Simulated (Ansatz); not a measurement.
# CdHC2O3: valence-band photoemission, part 3 of 4

What would valence photoemission of CdHC2O3 look like, and what sets its shape? Spin–orbit coupling is left out of the bands throughout.

Ansatz 0.2.0; DFT, PBE, plane-wave PAW, default files, scalar-relativistic (the session's first sound run).

So far, gap on the path (eV): step 2 (self-consistent run, DOS and bands) 1.93.

### Step 3. With PBEsol

This step: DFT, PBEsol, plane-wave PAW, default files, scalar-relativistic (Ansatz 0.2.0).

The run is repeated with PBEsol on the same cell, to see how much the levels hang on the functional.

The input, input.yaml:

```yaml
crystal:
  lattice:
    - [3.5793, 0.0, 0.0]
    - [0.0, 10.4878, 0.0]
    - [-1.4242045148, 0.0, 8.4644194757]
  atoms:
    - { symbol: Cd, position: [0.21353, 0.87775, 0.42213] }
    - { symbol: Cd, position: [0.78647, 0.37775, 0.07787] }
    - { symbol: Cd, position: [0.78647, 0.12225, 0.57787] }
    - { symbol: Cd, position: [0.21353, 0.62225, 0.92213] }
    - { symbol: O, position: [0.7695, 0.9053, 0.5733] }
    - { symbol: O, position: [0.2305, 0.4053, 0.9267] }
    - { symbol: O, position: [0.2305, 0.0947, 0.4267] }
    - { symbol: O, position: [0.7695, 0.5947, 0.0733] }
    - { symbol: O, position: [0.1729, 0.8319, 0.8738] }
    - { symbol: O, position: [0.8271, 0.3319, 0.6262] }
    - { symbol: O, position: [0.8271, 0.1681, 0.1262] }
    - { symbol: O, position: [0.1729, 0.6681, 0.3738] }
    - { symbol: O, position: [0.6586, 0.8774, 0.2216] }
    - { symbol: O, position: [0.3414, 0.3774, 0.2784] }
    - { symbol: O, position: [0.3414, 0.1226, 0.7784] }
    - { symbol: O, position: [0.6586, 0.6226, 0.7216] }
    - { symbol: C, position: [0.3533, 0.9238, 0.9425] }
    - { symbol: C, position: [0.6467, 0.4238, 0.5575] }
    - { symbol: C, position: [0.6467, 0.0762, 0.0575] }
    - { symbol: C, position: [0.3533, 0.5762, 0.4425] }
    - { symbol: C, position: [0.5743, 0.9448, 0.1] }
    - { symbol: C, position: [0.4257, 0.4448, 0.4] }
    - { symbol: C, position: [0.4257, 0.0552, 0.9] }
    - { symbol: C, position: [0.5743, 0.5552, 0.6] }
    - { symbol: H, position: [0.8072, 0.8607, 0.6746] }
    - { symbol: H, position: [0.1928, 0.3607, 0.8254] }
    - { symbol: H, position: [0.1928, 0.1393, 0.3254] }
    - { symbol: H, position: [0.8072, 0.6393, 0.1746] }
kpoints:
  mp_grid: { grid: [6, 2, 4] }
  band_path:
    path:
      - [0.0, 0.0, 0.0]
      - [0.0, 0.5, 0.0]
      - [0.0, 0.5, 0.5]
      - [0.0, 0.0, 0.5]
      - [0.0, 0.0, 0.0]
      - [-0.5, 0.0, 0.5]
      - [-0.5, 0.5, 0.5]
      - [0.0, 0.5, 0.0]
      - [-0.5, 0.5, 0.0]
      - [-0.5, 0.0, 0.0]
    npoints: 6
scf:
  occupations: { method: fermi_dirac, width: 0.02 }
  n_extra_bands: 40
hamiltonian:
  xc: pbesol
  pseudopotentials: { kind: paw }
output:
  forces: true
  stress: true
  dos:
    projected:
      site_lists:
        Cd1: [0, 1, 2, 3]
        O5: [4, 5, 6, 7]
        O9: [8, 9, 10, 11]
        O13: [12, 13, 14, 15]
        C17: [16, 17, 18, 19]
        C21: [20, 21, 22, 23]
        H25: [24, 25, 26, 27]
    de: 0.05
    e_range: [-28, 12]
    nscf_kmesh: { grid: [10, 4, 4] }
  fatbands: true
```

Started as:

```sh
> ansatz run input.yaml --threads 4 --pin off --max-ram 8192MiB --backend cpu --events-out ev --progress --plain --runs-dir out
```

Numbers of over 12 decimals in the logs are rounded to 6 here.

The log of the run:

```text
[...]
Crystal: 28 atoms, lattice volume = 317.746 Å³
Basis set: ecut = 420 eV, 6191 PW (Γ), exchange–correlation on 48×144×120 points (8 copies of the dense FFT grid, shifted against one another)
Bands: 134, of which v1, the nominal top of the filled ones, is band 94 counted from 1 (93 counted from 0)
Symmetry: 4 space group operations
[...]
k-points: 28 of 48
[...]
SCF iter   1: F=—  HF=-41495.259551 eV  |F-HF|=—  |Δ(HF+E_count)|=         —  Δρ=1.03e-2  dr2=4.54e-1  ethr=1.77e-3  ⟨swp⟩=6.0  Hψ=15133  notcnv=0  defer=42
[...]
SCF iter   9: F=-41495.148459 eV  HF=-41495.148458 eV  |F-HF|=2.25e-8  |Δ(HF+E_count)|=   2.79e-7  Δρ=2.36e-6  dr2=2.15e-8  ethr=5.32e-11  ⟨swp⟩=11.0  Hψ=18998  notcnv=0
SCF 1 converged in 9 iterations: F = -41495.148459 eV  dr2 = 2.15e-8
[...]
NSCF: frozen V_eff on 55 k-points
[...]
SCF converged after 9 iterations
Free energy (F): -41495.148459 eV
[...]
Internal energy: -41495.148459 eV  (E = F + TS)
E sigma→0 (E₀):  -41495.148459 eV
Fermi energy:    6.697290 eV
[...]
--- Forces (eV/Å), atoms counted from 1 ---
  atom   1  Cd    -0.02641468     0.01678069     0.00286494
  atom   2  Cd     0.02641468     0.01678069    -0.00286494
  atom   3  Cd     0.02641468    -0.01678069    -0.00286494
  atom   4  Cd    -0.02641468    -0.01678069     0.00286494
  atom   5  O     -0.12985973     0.13286338    -0.22004114
  atom   6  O      0.12985973     0.13286338     0.22004114
  atom   7  O      0.12985973    -0.13286338     0.22004114
  atom   8  O     -0.12985973    -0.13286338    -0.22004114
  atom   9  O     -0.11026688    -0.01223031    -0.23521291
  atom  10  O      0.11026688    -0.01223031     0.23521291
  atom  11  O      0.11026688     0.01223031     0.23521291
  atom  12  O     -0.11026688     0.01223031    -0.23521291
  atom  13  O      0.01012486    -0.23666282     0.19492227
  atom  14  O     -0.01012486    -0.23666282    -0.19492227
  atom  15  O     -0.01012486     0.23666282    -0.19492227
  atom  16  O      0.01012486     0.23666282     0.19492227
  atom  17  C     -0.13843394    -0.39435158     0.18822314
  atom  18  C      0.13843394    -0.39435158    -0.18822314
  atom  19  C      0.13843394     0.39435158    -0.18822314
  atom  20  C     -0.13843394     0.39435158     0.18822314
  atom  21  C      0.06157083    -0.04344081     0.22211829
  atom  22  C     -0.06157083    -0.04344081    -0.22211829
  atom  23  C     -0.06157083     0.04344081    -0.22211829
  atom  24  C      0.06157083     0.04344081     0.22211829
  atom  25  H      0.25915131    -0.12260473     0.22149069
  atom  26  H     -0.25915131    -0.12260473    -0.22149069
  atom  27  H     -0.25915131     0.12260473    -0.22149069
  atom  28  H      0.25915131     0.12260473     0.22149069
  max |Σ_I F_I| component: 8.33e-17 eV/Å
--- Stress (GPa, compression-positive) ---
        0.468034       0.000000       0.301196
        0.000000       1.528224       0.000000
        0.301196       0.000000       1.419741
  P = ⅓ Tr σ = 1.1387 GPa (11.387 kbar)
--- Band table (eV; the first three rows and the last of 28) ---
  k-point 0: bands = [... 90 lower, 4.9641, 5.0318, 5.0733, 5.7995, 7.5890, 8.1557, 8.2030, 8.8470, ... 36 higher]
  k-point 1: bands = [... 90 lower, 4.9915, 5.0489, 5.1490, 5.7192, 7.8025, 8.1777, 8.1866, 8.8409, ... 36 higher]
  k-point 2: bands = [... 90 lower, 5.0128, 5.0128, 5.4662, 5.4662, 8.1294, 8.1294, 8.4668, 8.4668, ... 36 higher]
  k-point 27: bands = [... 90 lower, 4.7963, 4.7963, 5.3549, 5.3549, 7.9889, 7.9889, 9.0484, 9.0484, ... 36 higher]
```

The job ended after 1.9 min (4 threads of Arm Neoverse V2, shared host; peak memory 2 GiB; 7.7 min of CPU time).

Numbers from this step:

```
free energy                                    : -41495.1485 eV
Fermi energy                                   : 6.697 eV
pressure                                       : 1.139 GPa
gap on the k-mesh                              : 1.789 eV
share of occupied states in no projected shell : 0.0089 of the occupied states in the window
gap on the path                                : 1.790 eV
least direct gap on the path                   : 1.790 eV
```

The electronic bands at the labelled points (eV, zero at the valence-band maximum; v1 is the highest filled band, c1 the lowest empty one):

```
  point     v4     v3     v2     v1    c1    c2    c3    c4
      Γ  -0.83  -0.77  -0.73   0.00  1.79  2.36  2.40  3.05
halfway  -0.76  -0.74  -0.70  -0.11  1.94  2.37  2.39  2.96
      Z  -0.75  -0.75  -0.40  -0.40  2.32  2.32  2.44  2.44
halfway  -0.77  -0.77  -0.40  -0.40  2.33  2.33  2.56  2.56
      D  -0.78  -0.78  -0.40  -0.40  2.34  2.34  2.78  2.78
halfway  -0.78  -0.78  -0.37  -0.37  2.33  2.33  2.71  2.71
      B  -0.79  -0.79  -0.33  -0.33  2.33  2.33  2.67  2.67
halfway  -0.81  -0.75  -0.65  -0.08  2.00  2.38  2.39  3.04
      Γ  -0.83  -0.77  -0.73   0.00  1.79  2.36  2.40  3.05
halfway  -0.96  -0.88  -0.51  -0.15  2.56  2.60  2.80  2.88
      A  -1.06  -1.06  -0.35  -0.35  2.22  2.22  3.21  3.21
halfway  -1.04  -1.04  -0.39  -0.39  2.21  2.21  3.23  3.23
      E  -1.00  -1.00  -0.45  -0.45  2.19  2.19  3.25  3.25
halfway  -0.89  -0.89  -0.41  -0.41  2.55  2.55  2.90  2.90
      Z  -0.75  -0.75  -0.40  -0.40  2.32  2.32  2.44  2.44
halfway  -0.89  -0.89  -0.42  -0.42  2.57  2.57  2.86  2.86
     C2  -0.93  -0.93  -0.32  -0.32  2.21  2.21  3.21  3.21
halfway  -0.94  -0.90  -0.50  -0.14  2.18  2.21  3.22  3.23
     Y2  -0.95  -0.88  -0.58  -0.07  2.16  2.21  3.25  3.25
```

Of the projections kept (Cd s, Cd d, O s, O p, C s, C p, H s, not projected), the largest for each band there; the rest of the weight can lie on other orbitals:

```
point        v4        v3        v2        v1         c1        c2         c3         c4
    Γ  O p 0.58  O p 0.70  O p 0.69  O p 0.75  Cd s 0.51  C p 0.61   C p 0.65   C p 0.67
    Z  O p 0.69  O p 0.69  O p 0.69  O p 0.69   C p 0.46  C p 0.46  Cd s 0.33  Cd s 0.33
    D  O p 0.68  O p 0.68  O p 0.71  O p 0.71   C p 0.64  C p 0.64  Cd s 0.58  Cd s 0.58
    B  O p 0.68  O p 0.68  O p 0.69  O p 0.69   C p 0.60  C p 0.60  Cd s 0.46  Cd s 0.46
    Γ  O p 0.58  O p 0.70  O p 0.69  O p 0.75  Cd s 0.51  C p 0.61   C p 0.65   C p 0.67
    A  O p 0.71  O p 0.71  O p 0.72  O p 0.72   C p 0.62  C p 0.62   C p 0.63   C p 0.63
```

Side by side:

```
                         quantity  this run  base run  difference
             gap on the path (eV)    1.7895    1.9276      -0.138
least direct gap on the path (eV)    1.7895    1.9276      -0.138
           gap on the k-mesh (eV)    1.7895    1.9276      -0.138
```

One result that differs is the gap on the k-mesh, 1.79 eV against 1.93 eV.

At this level the gap is 1.79 eV on the path.

### Step 4. With LDA

This step: DFT, LDA, plane-wave PAW, default files, scalar-relativistic (Ansatz 0.2.0).

The run is repeated with LDA on the same cell, to see how much the levels hang on the functional.

input.yaml: that of step 3 with these lines changed.

```diff
@@ -53,3 +53,3 @@
 hamiltonian:
-  xc: pbesol
+  xc: lda
   pseudopotentials: { kind: paw }
```

The log of the run:

```text
[...]
Crystal: 28 atoms, lattice volume = 317.746 Å³
Basis set: ecut = 420 eV, 6191 PW (Γ)
Bands: 134, of which v1, the nominal top of the filled ones, is band 94 counted from 1 (93 counted from 0)
Symmetry: 4 space group operations
[...]
k-points: 28 of 48
[...]
SCF iter   1: F=—  HF=-41132.941846 eV  |F-HF|=—  |Δ(HF+E_count)|=         —  Δρ=1.25e-2  dr2=6.27e-1  ethr=1.77e-3  ⟨swp⟩=6.0  Hψ=15134  notcnv=0  defer=40
[...]
SCF iter   9: F=-41132.751864 eV  HF=-41132.751864 eV  |F-HF|=4.13e-9  |Δ(HF+E_count)|=   1.18e-7  Δρ=2.80e-6  dr2=2.56e-8  ethr=5.32e-11  ⟨swp⟩=11.5  Hψ=18915  notcnv=0
SCF 1 converged in 9 iterations: F = -41132.751864 eV  dr2 = 2.56e-8
[...]
SCF converged after 9 iterations
Free energy (F): -41132.751864 eV
[...]
Internal energy: -41132.751864 eV  (E = F + TS)
E sigma→0 (E₀):  -41132.751864 eV
Fermi energy:    6.383143 eV
[...]
--- Forces (eV/Å), atoms counted from 1 ---
  atom   1  Cd    -0.04393941     0.05607134     0.03758038
  atom   2  Cd     0.04393941     0.05607134    -0.03758038
  atom   3  Cd     0.04393941    -0.05607134    -0.03758038
  atom   4  Cd    -0.04393941    -0.05607134     0.03758038
  atom   5  O     -0.12739542     0.28783052    -0.49040733
  atom   6  O      0.12739542     0.28783052     0.49040733
  atom   7  O      0.12739542    -0.28783052     0.49040733
  atom   8  O     -0.12739542    -0.28783052    -0.49040733
  atom   9  O      0.06882380     0.20422636    -0.02544426
  atom  10  O     -0.06882380     0.20422636     0.02544426
  atom  11  O     -0.06882380    -0.20422636     0.02544426
  atom  12  O      0.06882380    -0.20422636    -0.02544426
  atom  13  O     -0.01394495     0.03109430    -0.06055676
  atom  14  O      0.01394495     0.03109430     0.06055676
  atom  15  O      0.01394495    -0.03109430     0.06055676
  atom  16  O     -0.01394495    -0.03109430    -0.06055676
  atom  17  C     -0.20782120    -0.50318839     0.11714791
  atom  18  C      0.20782120    -0.50318839    -0.11714791
  atom  19  C      0.20782120     0.50318839    -0.11714791
  atom  20  C     -0.20782120     0.50318839     0.11714791
  atom  21  C      0.08304979    -0.14167722     0.35071646
  atom  22  C     -0.08304979    -0.14167722    -0.35071646
  atom  23  C     -0.08304979     0.14167722    -0.35071646
  atom  24  C      0.08304979     0.14167722     0.35071646
  atom  25  H      0.27587312    -0.19610469     0.34928979
  atom  26  H     -0.27587312    -0.19610469    -0.34928979
  atom  27  H     -0.27587312     0.19610469    -0.34928979
  atom  28  H      0.27587312     0.19610469     0.34928979
  max |Σ_I F_I| component: 0.00e0 eV/Å
--- Stress (GPa, compression-positive) ---
       -3.166739       0.000000      -0.449170
        0.000000      -3.318780       0.000000
       -0.449170       0.000000      -2.903186
  P = ⅓ Tr σ = -3.1296 GPa (-31.296 kbar)
--- Band table (eV; the first three rows and the last of 28) ---
  k-point 0: bands = [... 90 lower, 4.6787, 4.7651, 4.8042, 5.5325, 7.2282, 7.8294, 7.8813, 8.5398, ... 36 higher]
  k-point 1: bands = [... 90 lower, 4.7215, 4.7786, 4.8681, 5.4498, 7.4450, 7.8491, 7.8643, 8.5321, ... 36 higher]
  k-point 2: bands = [... 90 lower, 4.7421, 4.7421, 5.1905, 5.1905, 7.8034, 7.8034, 8.1110, 8.1110, ... 36 higher]
  k-point 27: bands = [... 90 lower, 4.5235, 4.5235, 5.0776, 5.0776, 7.6668, 7.6668, 8.7327, 8.7327, ... 36 higher]
```

Run time: 1.9 min. Hardware: 4 threads; peak memory 2 GiB; 7.5 min of CPU time.

Numbers from this step:

```yaml
free_energy: -41132.7519 eV
fermi_energy: 6.383 eV
pressure: -3.130 GPa
gap_on_the_k_mesh: 1.696 eV
share_of_occupied_states_in_no_projected_shell: 0.009 of the occupied states in the window
gap_on_the_path: 1.696 eV
least_direct_gap_on_the_path: 1.696 eV
```

Electronic bands along the path, in eV, zero at the valence-band maximum; v1 is the highest filled band, c1 the lowest empty one:

```
  point     v4     v3     v2     v1    c1    c2    c3    c4
      Γ  -0.85  -0.77  -0.73   0.00  1.70  2.30  2.35  3.01
halfway  -0.76  -0.75  -0.71  -0.11  1.85  2.30  2.33  2.89
      Z  -0.75  -0.75  -0.41  -0.41  2.25  2.25  2.36  2.36
halfway  -0.77  -0.77  -0.41  -0.41  2.28  2.28  2.48  2.48
      D  -0.78  -0.78  -0.42  -0.42  2.28  2.28  2.70  2.70
halfway  -0.79  -0.79  -0.38  -0.38  2.28  2.28  2.63  2.63
      B  -0.79  -0.79  -0.34  -0.34  2.27  2.27  2.58  2.58
halfway  -0.81  -0.75  -0.66  -0.08  1.91  2.32  2.33  3.00
      Γ  -0.85  -0.77  -0.73   0.00  1.70  2.30  2.35  3.01
halfway  -0.97  -0.88  -0.52  -0.16  2.51  2.55  2.74  2.83
      A  -1.07  -1.07  -0.36  -0.36  2.17  2.17  3.16  3.16
halfway  -1.05  -1.05  -0.40  -0.40  2.15  2.15  3.18  3.18
      E  -1.01  -1.01  -0.46  -0.46  2.13  2.13  3.20  3.20
halfway  -0.90  -0.90  -0.42  -0.42  2.50  2.50  2.85  2.85
      Z  -0.75  -0.75  -0.41  -0.41  2.25  2.25  2.36  2.36
halfway  -0.89  -0.89  -0.43  -0.43  2.52  2.52  2.81  2.81
     C2  -0.93  -0.93  -0.33  -0.33  2.16  2.16  3.15  3.15
halfway  -0.94  -0.91  -0.52  -0.14  2.13  2.16  3.17  3.18
     Y2  -0.95  -0.89  -0.59  -0.07  2.10  2.15  3.20  3.20
```

Of the projections kept (Cd s, Cd d, O s, O p, C s, C p, H s, not projected), the largest for each band there; the rest of the weight can lie on other orbitals:

```
point        v4        v3        v2        v1         c1        c2         c3         c4
    Γ  O p 0.57  O p 0.70  O p 0.69  O p 0.75  Cd s 0.50  C p 0.62   C p 0.65   C p 0.67
    Z  O p 0.69  O p 0.69  O p 0.69  O p 0.69   C p 0.37  C p 0.37   C p 0.32   C p 0.32
    D  O p 0.68  O p 0.68  O p 0.70  O p 0.70   C p 0.64  C p 0.64  Cd s 0.57  Cd s 0.57
    B  O p 0.68  O p 0.68  O p 0.69  O p 0.69   C p 0.58  C p 0.58  Cd s 0.44  Cd s 0.44
    Γ  O p 0.57  O p 0.70  O p 0.69  O p 0.75  Cd s 0.50  C p 0.62   C p 0.65   C p 0.67
    A  O p 0.71  O p 0.71  O p 0.72  O p 0.72   C p 0.62  C p 0.62   C p 0.63   C p 0.63
```

Side by side:

```
                         quantity  this run  base run  difference
             gap on the path (eV)    1.6958    1.9276      -0.232
least direct gap on the path (eV)    1.6958    1.9276      -0.232
           gap on the k-mesh (eV)    1.6958    1.9276      -0.232
```

The two runs differ clearly in the gap on the k-mesh: 1.70 eV against 1.93 eV.

At this level the gap is 1.70 eV on the path.

(Part 3 of 4 ends here.)

[Logs are printed without paths, hosts, clocks, repeated set-up lines and the standing remarks that a program may print on its own settings, such as how far it seeks lower states.]

[Hosts, paths, dates, database ids (printed as entryN), source tags and the programs' standing remarks are cut or masked in the printed files.]

[Maps of the electrostatic potential energy from Ansatz leave out the sawtooth potential of an applied field or a dipole correction, so their vacuum need not be flat; work functions include it.]

[Peak lists hold at most the 14 tallest peaks of each spectrum; further lines can be left out.]
